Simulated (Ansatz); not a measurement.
# Work function of Ca(110): what the settings cost and change, part 2 of 2

Aim: the work function of Ca(110) across levels of theory at one geometry.

Ansatz 0.2.0; plane-wave DFT, PBE, Ansatz PAW (the session's first sound run).

So far, work function, upper face (eV): step 2 (slab, setting PBE, Ansatz PAW (420 eV)) 2.80; step 4 (PBEsol) 2.83; step 5 (RPBE) 2.73; step 6 (r2SCAN) 2.83; step 7 (PBE JTH) 2.80.

## Step 8: Slab

This step: plane-wave DFT, PBE, norm-conserving (Ansatz 0.2.0).

The input, input.yaml:

```yaml
crystal:
  lattice:
    - [5.58, 0.0, 0.0]
    - [0.0, 3.945655839, 0.0]
    - [0.0, 0.0, 29.8369675171]
  atoms:
    - { symbol: Ca, position: [0.0, 0.0, 0.3016392331] }
    - { symbol: Ca, position: [0.5, 0.5, 0.3677594887] }
    - { symbol: Ca, position: [0.0, 0.0, 0.4338797444] }
    - { symbol: Ca, position: [0.5, 0.5, 0.5] }
    - { symbol: Ca, position: [0.0, 0.0, 0.5661202556] }
    - { symbol: Ca, position: [0.5, 0.5, 0.6322405113] }
    - { symbol: Ca, position: [0.0, 0.0, 0.6983607669] }
kpoints:
  mp_grid: { grid: [8, 10, 1] }
hamiltonian:
  xc: pbe
  pseudopotentials: { kind: nc }
scf:
  occupations: { method: fermi_dirac, width: 0.1 }
  convergence: { dr2_threshold: 1.0e-09 }
efield:
  axis: 3
  dipole_correction: true
  ramp_position: 0.97
  ramp_width: 0.06
output:
  write_potential: true
  write_density: true
  volumetric_format: npy
```

Run with:

```console
ansatz run input.yaml --threads 2 --pin off --max-ram 3072MiB --backend cpu --events-out ev --progress --plain --runs-dir out
```

Numbers of over 12 decimals in the logs are rounded to 6 here.

Output:

```text
[...]
Crystal: 7 atoms, lattice volume = 656.913 Å³
Basis set: ecut = 925.187132 eV, 41935 PW (Γ)
Bands: 42, of which v1, the nominal top of the filled ones, is band 35 counted from 1 (34 counted from 0)
Symmetry: 4 space group operations
k-points: 30 of 80
[...]
k-point 0: bands = [... 31 lower, -0.8946, 0.0352, 0.5144, 0.7886, 0.8966, 1.2378, 1.4448, 1.5706, ... 10 higher]
  k-point 1: bands = [... 31 lower, -0.7985, 0.1193, 0.5962, 0.8334, 0.9815, 1.2688, 1.4774, 1.5440, ... 10 higher]
  k-point 2: bands = [... 31 lower, -0.5254, 0.3443, 0.8087, 0.9418, 1.1770, 1.3072, 1.4834, 1.5031, ... 10 higher]
  k-point 29: bands = [... 31 lower, 0.5160, 0.6245, 0.6513, 0.6903, 0.7726, 0.8675, 1.0046, 1.1079, ... 10 higher]
[key lines of the parts left out:]
SCF converged after 11 iterations
Free energy (F): -7372.576074 eV
Fermi energy:    0.815230 eV
Dipole field:    D = -0.000000 V/Å  (p = -0.000000 e·Å, saw-weighted, corrected)
Work function:   Φ+ = 2.7998 eV   Φ− = 2.7998 eV
```

The job ended after 8.3 min (2 threads of Arm Neoverse N1, shared host; peak memory 2.4 GiB; 16 min of CPU time).

The work function is 2.800 eV, -0.000 eV from the run “PBE, Ansatz PAW (420 eV)”, at 3.4 times its CPU time.

## Step 9: Slab

This step: plane-wave DFT, LDA, norm-conserving (Ansatz 0.2.0).

input.yaml, as its differences from that of step 8:

```diff
@@ -16,3 +16,3 @@
 hamiltonian:
-  xc: pbe
+  xc: lda
   pseudopotentials: { kind: nc }
```

Output:

```text
[...]
Crystal: 7 atoms, lattice volume = 656.913 Å³
Basis set: ecut = 979.609905 eV, 45737 PW (Γ)
Bands: 42, of which v1, the nominal top of the filled ones, is band 35 counted from 1 (34 counted from 0)
Symmetry: 4 space group operations
k-points: 30 of 80
[...]
k-point 0: bands = [... 31 lower, -1.0486, -0.1186, 0.3302, 0.6375, 0.6933, 1.0380, 1.2325, 1.4058, ... 10 higher]
  k-point 1: bands = [... 31 lower, -0.9518, -0.0332, 0.4136, 0.6803, 0.7825, 1.0694, 1.2664, 1.3747, ... 10 higher]
  k-point 2: bands = [... 31 lower, -0.6780, 0.1925, 0.6323, 0.7802, 0.9945, 1.1095, 1.3012, 1.3025, ... 10 higher]
  k-point 29: bands = [... 31 lower, 0.3122, 0.5210, 0.5483, 0.5662, 0.6454, 0.7172, 0.8091, 0.9096, ... 10 higher]
[key lines of the parts left out:]
SCF converged after 11 iterations
Free energy (F): -7364.828964 eV
Fermi energy:    0.658329 eV
Dipole field:    D = -0.000000 V/Å  (p = -0.000000 e·Å, saw-weighted, corrected)
Work function:   Φ+ = 2.9180 eV   Φ− = 2.9180 eV
```

Run time: 9.2 min. Hardware: 2 threads; peak memory 2.5 GiB.

The work function is 2.918 eV, +0.118 eV from the run “PBE, Ansatz PAW (420 eV)”, at 3.8 times its CPU time.

## Step 10: Run, setting PBE, all layers relaxed

This step: plane-wave DFT, PBE, Ansatz PAW (Ansatz 0.2.0).

input.yaml, as its differences from that of step 9:

```diff
@@ -16,4 +16,3 @@
 hamiltonian:
-  xc: lda
-  pseudopotentials: { kind: nc }
+  xc: pbe
 scf:
@@ -26,2 +25,5 @@
   ramp_width: 0.06
+relax:
+  f_tol: 0.01
+  max_steps: 40
 output:
```

Output:

```text
[...]
Crystal: 7 atoms, lattice volume = 656.913 Å³
Basis set: ecut = 420 eV, 12925 PW (Γ), exchange–correlation on 80×54×400 points (8 copies of the dense FFT grid, shifted against one another)
Bands: 42, of which v1, the nominal top of the filled ones, is band 35 counted from 1 (34 counted from 0)
Symmetry: 4 space group operations
k-points: 30 of 80
[...]
atoms:
    - { symbol: Ca, position: [0.0, 0.0, 0.307450] }
    - { symbol: Ca, position: [0.5, 0.5, 0.370483] }
    - { symbol: Ca, position: [0.0, 0.0, 0.434573] }
    - { symbol: Ca, position: [0.5, 0.5, 0.500000] }
    - { symbol: Ca, position: [0.0, 0.0, 0.565427] }
    - { symbol: Ca, position: [0.5, 0.5, 0.629517] }
    - { symbol: Ca, position: [0.0, 0.0, 0.692550] }
[key lines of the parts left out:]
SCF converged after 7 iterations
Free energy (F): -12716.707150 eV
Fermi energy:    0.773920 eV
Dipole field:    D = 0.000000 V/Å  (p = 0.000000 e·Å, saw-weighted, corrected)
Work function:   Φ+ = 2.8041 eV   Φ− = 2.8041 eV
```

Elapsed: 5.2 min, on 2 threads; peak memory 1.1 GiB; 10 min of CPU time.

The relaxation took 4 steps and lowered the energy by 0.022 eV; the largest force on the free atoms ends at 0.0045 eV/Å.

The work function is 2.804 eV, +0.004 eV from the run “PBE, Ansatz PAW (420 eV)”, at 2.2 times its CPU time.

## Step 11: Side by side

Times are for 2 threads of Arm Neoverse N1, shared host. The runs compared:

| no. | setting | work function, upper face (eV) | time | memory (GiB) |
| --- | --- | --- | --- | --- |
| 1 | PBE, Ansatz PAW (420 eV) | 2.800 | 2.4 min | 1.3 |
| 2 | LDA, Ansatz PAW (420 eV) | 2.919 | 2.4 min | 1.3 |
| 3 | PBEsol, Ansatz PAW (420 eV) | 2.832 | 2.4 min | 1.3 |
| 4 | RPBE, Ansatz PAW (420 eV) | 2.726 | 2.4 min | 1.3 |
| 5 | r2SCAN, Ansatz PAW (500 eV) | 2.830 | 5.7 min | 2.5 |
| 6 | PBE, JTH PAW (870 eV) | 2.801 | 7.5 min | 2.4 |
| 7 | PBE, norm-conserving (925 eV) | 2.800 | 8.3 min | 2.4 |
| 8 | LDA, norm-conserving (980 eV) | 2.918 | 9.2 min | 2.5 |
| 9 | PBE, all layers relaxed | 2.804 | 5.2 min | 1.1 |

## Step 12: The same run with other settings

An input spoilt on purpose, to show how the run answers: it repeats the earlier run “PBE, Ansatz PAW (420 eV)” with scf.n_extra_bands to 0 and scf.occupations from method: fermi_dirac, width: 0.1 to method: fermi_dirac, width: 0.3, and scf.max_iter set to 80; its output block differs too.

input.yaml, as its differences from that of step 10:

```diff
@@ -18,4 +18,6 @@
 scf:
-  occupations: { method: fermi_dirac, width: 0.1 }
+  occupations: { method: fermi_dirac, width: 0.3 }
   convergence: { dr2_threshold: 1.0e-09 }
+  n_extra_bands: 0
+  max_iter: 80
 efield:
@@ -25,5 +27,2 @@
   ramp_width: 0.06
-relax:
-  f_tol: 0.01
-  max_steps: 40
 output:
```

Output:

```text
Error: inconsistent input (scf.n_extra_bands, scf.occupations.method): n_bands = 35 leaves no empty band above the 35 bands per channel that the deck's 70 electrons occupy, and the occupations search for the Fermi level (a smearing at a finite width, or tetrahedra): a level found among occupied bands alone can fill a metal as an insulator; raise scf.n_extra_bands until at least 36 bands are solved (omitted, it auto-derives to 53) (see scf.n_extra_bands in the input reference)
```

Elapsed: 0.06 s, on 2 threads; peak memory 0.065 GiB.

The input was rejected at the start.

The program's message: “Error: inconsistent input (scf.n_extra_bands, scf.occupations.method): n_bands = 35 leaves no empty band above the 35 bands per channel that the deck's 70 electrons occupy, and the occupations search …”

The fault put into the input: too few bands.

## Step 13: Outcome

```yaml
work_function_pbe_ansatz_paw_420_ev: 2.800 eV
work_function_lda_ansatz_paw_420_ev: 2.919 eV
work_function_rpbe_ansatz_paw_420_ev: 2.726 eV
work_function_r2scan_ansatz_paw_500_ev: 2.830 eV
work_function_pbe_all_layers_relaxed: 2.804 eV
```

In words: PBE on the default files gives 2.80 eV, and the settings tried spread the value from 2.73 to 2.92 eV. At one geometry LDA lies 0.12 eV above PBE. The choice of pseudopotentials moves the PBE value by 0.001 eV. Relaxing the layers changes it by +0.004 eV. The ladder's slabs use the tabulated experimental lattice constant (two decimals; a low-temperature value for the alkali metals).

[Logs are printed without paths, hosts, clocks, repeated set-up lines and the standing remarks that a program may print on its own settings, such as how far it seeks lower states.]

[Hosts, paths, dates, database ids (printed as entryN), source tags and the programs' standing remarks are cut or masked in the printed files.]

[Maps of the electrostatic potential energy from Ansatz leave out the sawtooth potential of an applied field or a dipole correction, so their vacuum need not be flat; planar profiles and work functions include it.]
